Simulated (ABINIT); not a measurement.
An input for ABINIT 10.8.3 (TePb (Fm-3m)):

```
acell 3*1.0 Angstrom
rprim 
  -0.000000000000 3.231000000000 3.231000000000
  3.231000000000 0.000000000000 3.231000000000
  3.231000000000 3.231000000000 0.000000000000
ntypat 2
znucl 52 82
natom 2
typat 1 2
xred 
  0.500000000000 0.500000000000 0.500000000000
  0.000000000000 0.000000000000 0.000000000000
pp_dirpath "pseudos"
pseudos "Te.upf, Pb.upf"
ecut 39
ngkpt 4 4 4
nshiftk 1
shiftk 0 0 0
kptopt 1
chksymbreak 0
istwfk *1
occopt 1
irdwfk 1
optdriver 3
nband 132
ecuteps 5
inclvkb 2
awtr 1
symchi 1
gwcalctyp 27
nfreqre 1
nfreqim 0
irdqps 1
nqptdm 7
qptdm 
  0.2500000000 0.0000000000 0.0000000000
  0.5000000000 0.0000000000 0.0000000000
  0.2500000000 0.2500000000 0.0000000000
  0.5000000000 0.2500000000 0.0000000000
  -0.2500000000 0.2500000000 0.0000000000
  0.5000000000 0.5000000000 0.0000000000
  -0.2500000000 0.5000000000 0.2500000000
indata_prefix "in"
outdata_prefix "out"
tmpdata_prefix "tmp"
```

```sh
OMP_NUM_THREADS=1 mpirun -n 8 abinit run.abi > log; mrgscr < mrgscr.stdin
```

How long will it take on 8 MPI ranks of Intel Xeon Platinum 8488C (Sapphire Rapids), shared host, and how much memory?

It took 57 s; on shared hardware allow 29 s to 1.9 min. Peak host memory was 2.7 GiB.

[Paths, hosts, dates, memory and timing lines, banners, echoed tables and standing remarks are left out of the program output.]

[Logs are printed without paths, hosts, clocks, repeated set-up lines and the standing remarks that a program may print on its own settings, such as how far it seeks lower states.]

[Runs of the session that timed out or met a known fault of the program may be left out.]

[Hosts, paths, dates, database ids (printed as entryN), source tags and the programs' standing remarks are cut or masked in the printed files.]

[G0W0 gaps are taken among the corrected bands and points alone; a level outside them can change the order at an edge.]

[Where Ansatz stands beside ABINIT at settings called matched, ABINIT's density can come from a denser mesh and the files from another edition; pairs whose starting gaps differed by over 0.03 eV were left out, so agreement reads better than it is.]
